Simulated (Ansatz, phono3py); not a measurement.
**Heat carried by phonons in SiC (Moissanite 3C, F-43m)**

Wanted: κ(T), lifetimes and mean free paths for SiC (Moissanite 3C).

Measurements to reproduce:
- thermal conductivity 360 W/m/K near room temperature (given in “Combining the AFLOW GIBBS and Elastic Libraries to efficiently and robustly screen thermo-mechanical properties of solids”, 2017, arXiv:1611.05714)

Program: Ansatz 0.2.0. Level of theory: DFT LDA, scalar-relativistic, plane waves, PAW. Results are calculated unless marked as measured.

### 1. The starting structure

The structure is cubic, space group F-43m (No. 216). The conventional cell has a = 4.358 Å, b = 4.358 Å, c = 4.358 Å, α = 90.00°, β = 90.00°, γ = 90.00°. Si has 4 C at 1.89 Å nearest. C has 4 Si at 1.89 Å nearest. Farther neighbours are not listed.

### 2. A first coarse run

Before spending time, one coarse run tells the gap and the pressure of the starting cell.

File input.yaml:

```yaml
crystal:
  lattice:
    - [0.0, 2.179, 2.179]
    - [2.179, 0.0, 2.179]
    - [2.179, 2.179, 0.0]
  atoms:
    - { symbol: Si, position: [0.0, 0.0, 0.0] }
    - { symbol: C, position: [0.25, 0.25, 0.25] }
kpoints:
  mp_grid: { grid: [8, 8, 8] }
hamiltonian:
  xc: lda
scf:
  occupations: { method: gaussian, width: 0.1 }
output:
  forces: true
  stress: true
  eigenvalues: true
```

The run is started by

```
> ansatz run input.yaml --threads 16 --pin off --max-ram 30720MiB --backend cpu --events-out ev --progress --plain --runs-dir out
```

Numbers of over 12 decimals in the logs are rounded to 6 here.

What it wrote:

```text
Engine: ansatz 0.2.0, aarch64-unknown-linux-gnu
Pseudopotentials: kind: paw
Pseudopotential: Si, paw, valence charge 4, recommended cutoff 420 eV (normal), Si.paw.azcp
Pseudopotential: C, paw, valence charge 4, recommended cutoff 420 eV (normal), C.paw.azcp
Functional definition: SPW92
  exchange = slater_x
  correlation = pw_c
Crystal: 2 atoms, lattice volume = 20.692 Å³
Basis set: ecut = 420 eV, 411 PW (Γ)
Bands: 8, of which v1, the nominal top of the filled ones, is band 4 counted from 1 (3 counted from 0)
Symmetry: 24 space group operations
Space group: F-43m (ITA 216), of the structure as read, at distance tolerance 2.7e-5 Å
k-points: 29 of 512 (time reversal used)
Non-local potential: Si, projectors of the file, l = 0: 2, l = 1: 2, l = 2: 2
Non-local potential: C, projectors of the file, l = 0: 2, l = 1: 2, l = 2: 1
PAW form: soft (Blöchl's): semilocal exchange-correlation on the pseudo side does not see the compensation charge
PAW frozen core: Si, regenerated for the run's functional, and the local potential with it (the file was generated under x = pbe(κ = 0.804, μ = 0.219515), c = pbe(β = 0.066725))
PAW frozen core: C, regenerated for the run's functional, and the local potential with it (the file was generated under x = pbe(κ = 0.804, μ = 0.219515), c = pbe(β = 0.066725))
PAW one-centre angular grid: Si, 110 points (default); XC on 64 Gauss nodes
PAW one-centre angular grid: C, 110 points (default); XC on 64 Gauss nodes
Initial density: superposition of atomic densities (neutral atoms: chi_scale 0, normalization atom), corrected by the library's trained network
Initial wavefunctions: pseudopotential atomic-orbital guess
Functional: x = slater, c = lda
SCF iter   1: F=—  HF=-852.197405 eV  |F-HF|=—  |Δ(HF+E_count)|=         —  Δρ=7.61e-3  dr2=1.25e-2  ethr=1.77e-3  ⟨swp⟩=5.3  Hψ=1869  notcnv=0
preconditioner: auto → none  [insulator: Δε(μ)=1.242 eV  Ē_g=13.885 eV  σ=0.100 eV  W_gap=1.00  n_scr=0 (ndim 8)  ℏωp=23.1 eV  f_vac=0.000  D(μ)=0.00/eV (n_scr^D=0)  ε∞_Penn≈3.8]
SCF iter   2: F=—  HF=-852.194025 eV  |F-HF|=—  |Δ(HF+E_count)|=   3.38e-3  Δρ=3.54e-3  dr2=1.29e-3  ethr=1.56e-4  ⟨swp⟩=1.3  Hψ=485  notcnv=0
SCF iter   3: F=—  HF=-852.193678 eV  |F-HF|=—  |Δ(HF+E_count)|=   3.47e-4  Δρ=1.47e-3  dr2=1.77e-4  ethr=1.61e-5  ⟨swp⟩=2.6  Hψ=338  notcnv=0
SCF iter   4: F=—  HF=-852.193636 eV  |F-HF|=—  |Δ(HF+E_count)|=   4.27e-5  Δρ=2.49e-4  dr2=5.47e-6  ethr=2.21e-6  ⟨swp⟩=1.0  Hψ=232  notcnv=0
SCF iter   5: F=—  HF=-852.193636 eV  |F-HF|=—  |Δ(HF+E_count)|=   1.65e-7  Δρ=1.25e-5  dr2=1.39e-8  ethr=6.83e-8  ⟨swp⟩=1.7  Hψ=294  notcnv=0
SCF iter   6: F=-852.193636 eV  HF=-852.193636 eV  |F-HF|=5.81e-11  |Δ(HF+E_count)|=   4.84e-9  Δρ=1.58e-6  dr2=1.86e-10  ethr=1.73e-10  ⟨swp⟩=1.9  Hψ=751  notcnv=0
SCF 1 converged in 6 iterations: F = -852.193636 eV  dr2 = 1.86e-10
  greatest PAW one-centre occupation: 0.637 electrons in one spin orbital (limit 2), on the C atom at site 1 (counted from 0), in its partial waves of l = 0
SCF converged after 6 iterations
Free energy (F): -852.193636 eV
Harris-Foulkes:  -852.193636 eV  (|F-HF|=5.81e-11)
Internal energy: -852.193636 eV  (E = F + TS)
E sigma→0 (E₀):  -852.193636 eV
Fermi energy:    9.903087 eV
--- Per-component energies (eV) ---
  E_band       = 27.050033
  E_kinetic    = 135.709344
  E_local      = -106.266864  (includes V_loc(G=0)·N_el)
  E_nonlocal   = 53.906257
  E_hartree    = 31.776278
  E_xc         = -104.703463
  E_vxc        = -109.365152  (∫ρ·V_xc dr)
  E_paw        = -577.978583  (= ΣΔE_a)
  E_vpaw       = -10.486055  (= ΣTr[D̂ρ^β])
  E_aug_tail   = 0.000012  (compensation charges beyond the density's cutoff)
  E_ewald      = -284.783780
  E_core_change = 0.147163  (= ΣΔE_core)
  E_smearing   = -0.000000  (= −TS)
  E_closure    = 0.000000  (closes the sum)
  Σ components = -852.193636   (vs F -852.193636, Δ=0.00e0)
--- Forces (eV/Å), atoms counted from 1 ---
  atom   1  Si     0.00000000    -0.00000000     0.00000000
  atom   2  C     -0.00000000     0.00000000    -0.00000000
  max |Σ_I F_I| component: 1.85e-16 eV/Å
--- Stress (GPa, compression-positive) ---
       -4.426919       0.000000      -0.000000
        0.000000      -4.426919       0.000000
        0.000000       0.000000      -4.426919
  P = ⅓ Tr σ = -4.4269 GPa (-44.269 kbar)
--- Band table (eV; the first three rows and the last of 29) ---
  k-point 0: bands = ["-6.0742", "9.2450", "9.2450", "9.2450", "15.5117", "16.4434", "16.4434", "16.4434"]
  k-point 1: bands = ["-5.7685", "7.7748", "9.0432", "9.0432", "15.6891", "16.7930", "16.7930", "16.9950"]
  k-point 2: bands = ["-4.8730", "4.9736", "8.6367", "8.6367", "15.1792", "17.0484", "17.0484", "18.4876"]
  k-point 28: bands = ["-0.7285", "2.2095", "4.2273", "4.5363", "14.3832", "18.5740", "18.6079", "18.8651"]
```

Run time: 0.28 s. Hardware: 16 threads of Arm Neoverse V2, shared host; peak memory 0.27 GiB; 1.2 s of CPU time.

Reading the cycles: dr2 is the Hartree energy of the density residual (eV), the measure of convergence; HF is the Harris–Foulkes estimate of the energy, which meets the free energy F at convergence.

This step gave:

```
pressure          : -4.427 GPa
gap on the k-mesh : 1.316 eV
volume per atom   : 10.35 Å³
```

The start is under -4.4 GPa at this level and looks like an insulator or semiconductor on this mesh.

### 3. Finding the static equilibrium

Phonons are second derivatives about a minimum, so cell and atoms are relaxed first, inside the symmetry of the start.

input.yaml, the sections that differ from step 2:

```yaml
kpoints:
  mp_grid: { grid: [10, 10, 10] }
scf:
  occupations: { method: gaussian, width: 0.02 }
relax:
  adjacent_minimum: "off"
  f_tol: 0.005
  max_steps: 80
  cell: { stress_tol: 0.05 }
# crystal, hamiltonian, output: as in step 2
```

What it wrote:

```text
[...]
Crystal: 2 atoms, lattice volume = 20.692 Å³
Basis set: ecut = 420 eV, 411 PW (Γ)
Bands: 8, of which v1, the nominal top of the filled ones, is band 4 counted from 1 (3 counted from 0)
Symmetry: 24 space group operations
[...]
k-points: 47 of 1000 (time reversal used)
[...]
SCF iter   1: F=—  HF=-852.198614 eV  |F-HF|=—  |Δ(HF+E_count)|=         —  Δρ=7.66e-3  dr2=1.27e-2  ethr=1.77e-3  ⟨swp⟩=6.2  Hψ=3178  notcnv=0
[...]
SCF iter   6: F=-852.194827 eV  HF=-852.194827 eV  |F-HF|=6.22e-11  |Δ(HF+E_count)|=   5.05e-9  Δρ=1.63e-6  dr2=2.04e-10  ethr=1.42e-10  ⟨swp⟩=1.8  Hψ=1211  notcnv=0
SCF 1 converged in 6 iterations: F = -852.194827 eV  dr2 = 2.04e-10
[...]
relax step   1: F+E_penalty+E_count = -852.19482739 eV  Δ(F+E_penalty+E_count) = +0.000e0 eV  max|allowed force component| = 4.811e-16 eV/Å  Δτ_max = 0.0000 Å  P = -4.424 GPa  Ω = 20.692 Å³  (6 SCF iters, dr2 threshold 1.00e-7 eV, accepted)
Crystal: 2 atoms, lattice volume = 20.474 Å³
[...]
iter 1 solved again at ethr=2.46e-5 eV; its pass at ethr=3.10e-3 eV (dr2=1.97e-3 eV) is discarded
[...]
SCF iter   4: F=-852.199807 eV  HF=-852.199807 eV  |F-HF|=6.32e-9  |Δ(HF+E_count)|=   2.84e-6  Δρ=2.28e-5  dr2=6.05e-8  ethr=2.50e-9  ⟨swp⟩=3.2  Hψ=1589  notcnv=0
SCF 2 converged in 4 iterations: F = -852.199807 eV  dr2 = 6.05e-8
[...]
relax step   2: F+E_penalty+E_count = -852.19980703 eV  Δ(F+E_penalty+E_count) = -4.980e-3 eV  max|allowed force component| = 1.712e-16 eV/Å  Δτ_max = 0.0000 Å  P = -2.093 GPa  Ω = 20.474 Å³  energy of the carried Pulay correction = +5.403e-4 eV  (4 SCF iters, dr2 threshold 2.00e-7 eV, accepted)
Crystal: 2 atoms, lattice volume = 20.283 Å³
[...]
SCF iter   4: F=-852.201512 eV  HF=-852.201512 eV  |F-HF|=4.74e-9  |Δ(HF+E_count)|=   2.28e-6  Δρ=2.12e-5  dr2=5.19e-8  ethr=2.50e-9  ⟨swp⟩=3.1  Hψ=1538  notcnv=0
SCF 3 converged in 4 iterations: F = -852.201512 eV  dr2 = 5.19e-8
[...]
relax step   3: F+E_penalty+E_count = -852.20151202 eV  Δ(F+E_penalty+E_count) = -1.705e-3 eV  max|allowed force component| = 1.573e-16 eV/Å  Δτ_max = 0.0000 Å  P = +0.060 GPa  Ω = 20.283 Å³  energy of the carried Pulay correction = +1.021e-3 eV  (4 SCF iters, dr2 threshold 2.00e-7 eV, accepted)
[...]
relax step   4: F+E_penalty+E_count = -852.20149978 eV  Δ(F+E_penalty+E_count) = +1.224e-5 eV  max|allowed force component| = 1.850e-16 eV/Å  Δτ_max = 0.0000 Å  P = +0.000 GPa  Ω = 20.288 Å³  energy of the carried Pulay correction = +1.007e-3 eV  (3 SCF iters, dr2 threshold 8.87e-9 eV, accepted)
[...]
relax step   5: F+E_penalty+E_count = -852.20053160 eV  Δ(F+E_penalty+E_count) = +9.682e-4 eV  max|allowed force component| = 1.295e-16 eV/Å  Δτ_max = 0.0000 Å  P = -0.077 GPa  Ω = 20.288 Å³  stress off target by 7.74e-2 GPa  SCF on the basis re-selected at this cell (its energy is not comparable with the rows above)  (5 SCF iters)
[...]
relax step   6: F+E_penalty+E_count = -852.20055029 eV  Δ(F+E_penalty+E_count) = -1.869e-5 eV  max|allowed force component| = 1.619e-16 eV/Å  Δτ_max = 0.0000 Å  P = +0.000 GPa  Ω = 20.281 Å³  energy of the carried Pulay correction = +1.705e-5 eV  (3 SCF iters, dr2 threshold 1.50e-8 eV, accepted)
[...]
SCF iter   3: F=-852.200550 eV  HF=-852.200550 eV  |F-HF|=5.68e-13  |Δ(HF+E_count)|=  4.26e-10  Δρ=2.26e-7  dr2=5.90e-12  ethr=1.00e-12  ⟨swp⟩=4.0  Hψ=1682  notcnv=0
SCF 7 converged in 3 iterations: F = -852.200550 eV  dr2 = 5.90e-12
relax step   7: F+E_penalty+E_count = -852.20055029 eV  Δ(F+E_penalty+E_count) = -7.481e-10 eV  max|allowed force component| = 1.527e-16 eV/Å  Δτ_max = 0.0000 Å  P = +0.000 GPa  Ω = 20.281 Å³  stress off target by 2.15e-4 GPa  SCF on the basis re-selected at this cell (its energy is not comparable with the rows above)  (3 SCF iters)
basis re-selected at this cell: Δ(F+E_penalty+E_count) = -7.481e-10 eV, ΔP = +0.000 GPa vs the last step (what re-selecting the basis moved, of the pressure what is left beyond the Pulay correction that the steps carried, after the strain that the cell walked since its last selection, with what the two solves' SCF thresholds leave and, on support functions, any second-order correction that the steps lacked; it is no  [...]
SCF converged after 3 iterations
Free energy (F): -852.200550 eV
[...]
Internal energy: -852.200550 eV  (E = F + TS)
E sigma→0 (E₀):  -852.200550 eV
Fermi energy:    10.147404 eV
[...]
--- Stress (GPa, compression-positive) ---
        0.000215       0.000000       0.000000
       -0.000000       0.000215       0.000000
       -0.000000       0.000000       0.000215
  P = ⅓ Tr σ = 0.0002 GPa (0.002 kbar)
--- Band table (eV; the first three rows and the last of 47) ---
[...]
--- Relaxed structure (5 steps of the walk, 5 accepted, 2 SCFs on fresh bases) ---
  F+E_penalty+E_count = -852.20055029 eV   max|allowed force component| = 1.527e-16 eV/Å   (the final SCF, on the basis selected at the relaxed cell)
  cell:  # Å, volume = 20.2812 Å³
    - [0, 2.164484, 2.164484]
    - [2.164484, 0, 2.164484]
    - [2.164484, 2.164484, 0]
  atoms:
    - { symbol: Si, position: [0, 0, 0] }
    - { symbol: C, position: [0.25, 0.25, 0.25] }
```

The job ended after 1.5 s (16 threads; peak memory 0.33 GiB).

Step by step:

```tsv
step	energy less that of the first step (eV)	largest force component (eV/Å)	pressure (GPa)	volume (Å³)
1	0.0000	0.0000	-4.42	20.69
2	-0.0050	0.0000	-2.09	20.47
3	-0.0067	0.0000	0.06	20.28
4	-0.0067	0.0000	0.00	20.29
5*	-0.0057	0.0000	-0.08	20.29
6	-0.0057	0.0000	0.00	20.28
7*	-0.0057	0.0000	0.00	20.28
```

Relaxation steps marked * repeat the geometry before them on a plane-wave basis chosen anew for their cell, so energy and pressure can jump there.

The run keeps the 24 symmetry operations that it works with, so distortions that break them were not tested.

```tsv
conventional cell, symmetrised	before	after	change
a (Å)	4.358	4.329	-0.7 %
b (Å)	4.358	4.329	-0.7 %
c (Å)	4.358	4.329	-0.7 %
volume (Å³/atom)	10.35	10.14	-2.0 %
```

Final coordinates:

```
Si C
1.0
     0.00000    2.16448    2.16448
     2.16448    0.00000    2.16448
     2.16448    2.16448    0.00000
Si C
1 1
Direct
  0.00000 0.00000 0.00000
  0.25000 0.25000 0.25000
```

Numbers from this step:

```yaml
pressure: 2.15e-4 GPa
gap_on_the_k_mesh: 1.300 eV
volume_per_atom: 10.14 Å³
```

The relaxation ends with a pressure of 0.00 GPa.

### 4. Tight relaxation

The thresholds are tightened for a last relaxation ahead of the phonons, and where mesh or smearing change with them the cell follows.

File input.yaml:

```yaml
crystal:
  lattice:
    - [0.0, 2.1644841273, 2.1644841273]
    - [2.1644841273, 0.0, 2.1644841273]
    - [2.1644841273, 2.1644841273, 0.0]
  atoms:
    - { symbol: Si, position: [0.0, 0.0, 0.0] }
    - { symbol: C, position: [0.25, 0.25, 0.25] }
kpoints:
  mp_grid: { grid: [12, 12, 12] }
hamiltonian:
  xc: lda
scf:
  occupations: { method: fixed }
output:
  forces: true
  stress: true
  eigenvalues: true
relax:
  adjacent_minimum: "off"
  f_tol: 0.001
  max_steps: 60
  cell: { stress_tol: 0.01 }
```

What it wrote:

```text
[...]
Crystal: 2 atoms, lattice volume = 20.281 Å³
Basis set: ecut = 420 eV, 411 PW (Γ)
Bands: 8, of which v1, the nominal top of the filled ones, is band 4 counted from 1 (3 counted from 0)
Symmetry: 24 space group operations
[...]
k-points: 72 of 1728 (time reversal used)
[...]
P = ⅓ Tr σ = 0.0016 GPa (0.016 kbar)
--- Band table (eV; the first three rows and the last of 72) ---
[...]
--- Relaxed structure (1 steps of the walk, 1 accepted, 1 SCFs on fresh bases) ---
[...]
cell:  # Å, volume = 20.2812 Å³
    - [0.0, 2.1644841273, 2.1644841273]
    - [2.1644841273, 0.0, 2.1644841273]
    - [2.1644841273, 2.1644841273, 0.0]
  atoms:
    - { symbol: Si, position: [0.0, 0.0, 0.0] }
    - { symbol: C, position: [0.25, 0.25, 0.25] }
[key lines of the parts left out:]
SCF converged after 4 iterations
Free energy (F): -852.200735 eV
Fermi energy:    9.497009 eV
```

It took 0.63 s on 16 threads; peak memory 0.33 GiB.

Little changed from the start: no atom moved by 0.005 Å and no cell edge by 0.1 %.

This step gave:

* pressure: 0.001571 GPa
* gap on the k-mesh: 1.301 eV

The residual pressure is 0.0016 GPa, small enough for phonons.

(Part 1 of 4 ends here.)

[Logs are printed without paths, hosts, clocks, repeated set-up lines and the standing remarks that a program may print on its own settings, such as how far it seeks lower states.]

[Hosts, paths, dates, database ids (printed as entryN), source tags and the programs' standing remarks are cut or masked in the printed files.]

[A step with changed settings may run another functional than the one named; its input shows which.]

[Pressures of single members of a volume series are the stress at the run's cutoff; with an incomplete basis they can lie off −dE/dV of the same runs, and they are not shown converged.]
